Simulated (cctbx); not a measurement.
**From intensities to atoms**

Cell a = 6.5760 Å, b = 6.5760 Å, c = 5.3940 Å, α = 90.00°, β = 90.00°, γ = 90.00°; space group P4/mcc (no. 124); content Pb2 Nb8 Co2.

The data are simulated with cctbx, not measured: Mo Kα, λ = 0.71073 Å, to d = 0.75 Å, 95 % of the full sphere, strongest reflection 20000 counts, noise from counting, a 3 % proportional error and a noise floor of 8 counts (s.d.); no absorption.

Charge flipping in P1 on normalised amplitudes to 0.9 Å, δ = 1.1 σ, 10 % of the reflections treated as weak, 150 cycles:

```text
cycle      R  skewness
    0  0.573     0.32
   12  0.478     1.78
   24  0.442     2.44
   36  0.444     2.59
   48  0.465     2.30
   60  0.435     2.34
   72  0.459     2.63
   84  0.434     2.37
   96  0.459     2.55
  108  0.460     2.43
  120  0.460     2.41
  132  0.457     2.44
  144  0.445     2.21
origin shift          correlation  skewness
 0.099  0.441  0.073      0.908      3.30
 0.101  0.439  0.328      0.872      2.44
 0.100  0.938  0.324      0.870      2.11
 0.099  0.939  0.074      0.871      2.25
taken: symmetry correlation 0.908, skewness 3.30
peak      x       y       z  mult  height/sigma
Q1    0.5000  0.5000  0.2500    2     11.2
Q2    0.0000  0.0000  0.2500    2      8.8
Q3    0.1572  0.3537  0.0000    8      7.0
Q4    0.5000  0.5000  0.0000    2      2.0
Q5    0.2373  0.3887  0.5000    8      1.6
Q6    0.0794  0.2275  0.2263   16      1.3
Q7    0.2718  0.4199  0.2089   16      0.9
Q8    0.9952  0.2186  0.0000    8      0.8
```

The origin is taken among those within 0.04 of the best correlation, by the skewness of the map.

Run time: 0.34 s on 1 thread of Arm Neoverse V2, with other jobs on the host, peak memory 0.07 GiB.

**Question.** Which peaks are atoms, and which elements?

Heights follow Z only loosely here, so the multiplicities, which must add up to the content, decide. First model: Q1 = Pb1 (2 in the cell, height 11.2), Q2 = Co1 (2 in the cell, height 8.8) and Q3 = Nb1 (8 in the cell, height 7.0). Against the true structure, Q1 is Pb, Q2 is Co and Q3 is Nb; the other peaks are not atoms.

Least squares on F², isotropic:

```text
Rint 0.028, 165 unique reflections to 0.75 A
cycle     R1     wR2    GooF  max shift (A)
   1  0.1377  0.3516  22.913   0.04790
   2  0.0481  0.1585  10.330   0.00007
final R1 0.0481 wR2 0.1585 GooF 10.330  parameters 5  data/parameter 33.0
atom        x        y        z      Ueq    occ   su(xyz)  su(Uiso or U11)
Pb1    0.50000  0.50000  0.25000   0.0095  1.000  0.00000  0.0007
Co1    0.00000  0.00000  0.25000   0.0089  1.000  0.00000  0.0014
Nb1    0.15932  0.34672  0.00000   0.0157  1.000  0.00041  0.0008
difference map: max 7.66 min -6.88 rms 0.95
Q1    0.0810  0.3697  0.0000    8    7.85  0.54 A from Nb1
Q2    0.2396  0.3295  0.0000    8    6.67  0.54 A from Nb1
Q3    0.5000  0.5000  0.2500    2    4.28  0.00 A from Pb1
Q4    0.2138  0.3431  0.5000    8    2.99  1.49 A from Nb1
Q5    0.0892  0.3519  0.5000    8    2.96  1.63 A from Nb1
```

Anisotropic refinement:

```text
Rint 0.028, 165 unique reflections to 0.75 A
cycle     R1     wR2    GooF  max shift (A)
   1  0.0481  0.1585  10.495   0.00304
   2  0.0064  0.0140   0.926   0.00000
final R1 0.0064 wR2 0.0140 GooF 0.926  parameters 10  data/parameter 16.5
atom        x        y        z      Ueq    occ   su(xyz)  su(Uiso or U11)
Pb1    0.50000  0.50000  0.25000   0.0090  1.000  0.00000  0.0001
Co1    0.00000  0.00000  0.25000   0.0102  1.000  0.00000  0.0002
Nb1    0.15904  0.34635  0.00000   0.0161  1.000  0.00004  0.0001
difference map: max 0.43 min -0.55 rms 0.12
Q1    0.5000  0.5000  0.1062    4    0.43  0.78 A from Pb1
Q2    0.3056  0.3333  0.5000    8    0.36  1.18 A from Nb1
Q3    0.0000  0.5000  0.2500    4    0.31  1.98 A from Nb1
Q4    0.0000  0.1516  0.2500    8    0.31  1.00 A from Co1
Q5    0.2879  0.4593  0.3517   16    0.30  1.52 A from Pb1
Q6    0.2778  0.3611  0.0667   16    0.28  0.87 A from Nb1
```

**Reading.** The refinement ends at R1 = 0.0064, wR2 = 0.0140, GooF = 0.93, with difference density between -0.55 and 0.43 e/Å³. Every site matches the true model in element, within 0.001 Å r.m.s., up to an allowed shift of origin.

True model:

| atom | mult. | x | y | z | Ueq (Å²) |
| --- | --- | --- | --- | --- | --- |
| Pb1 | 2 | 1/2 | 1/2 | 3/4 | 0.0090 |
| Nb1 | 8 | 0.8409 | 0.3463 | 0 | 0.0160 |
| Co1 | 2 | 0 | 0 | 3/4 | 0.0101 |

The model is made up (kin elements in a known structure type, no relaxation), so it says nothing on whether the phase exists.

[Middle refinement cycles are left out of these outputs.]

[Logs are printed without paths, hosts, clocks, repeated set-up lines and the standing remarks that a program may print on its own settings, such as how far it seeks lower states.]
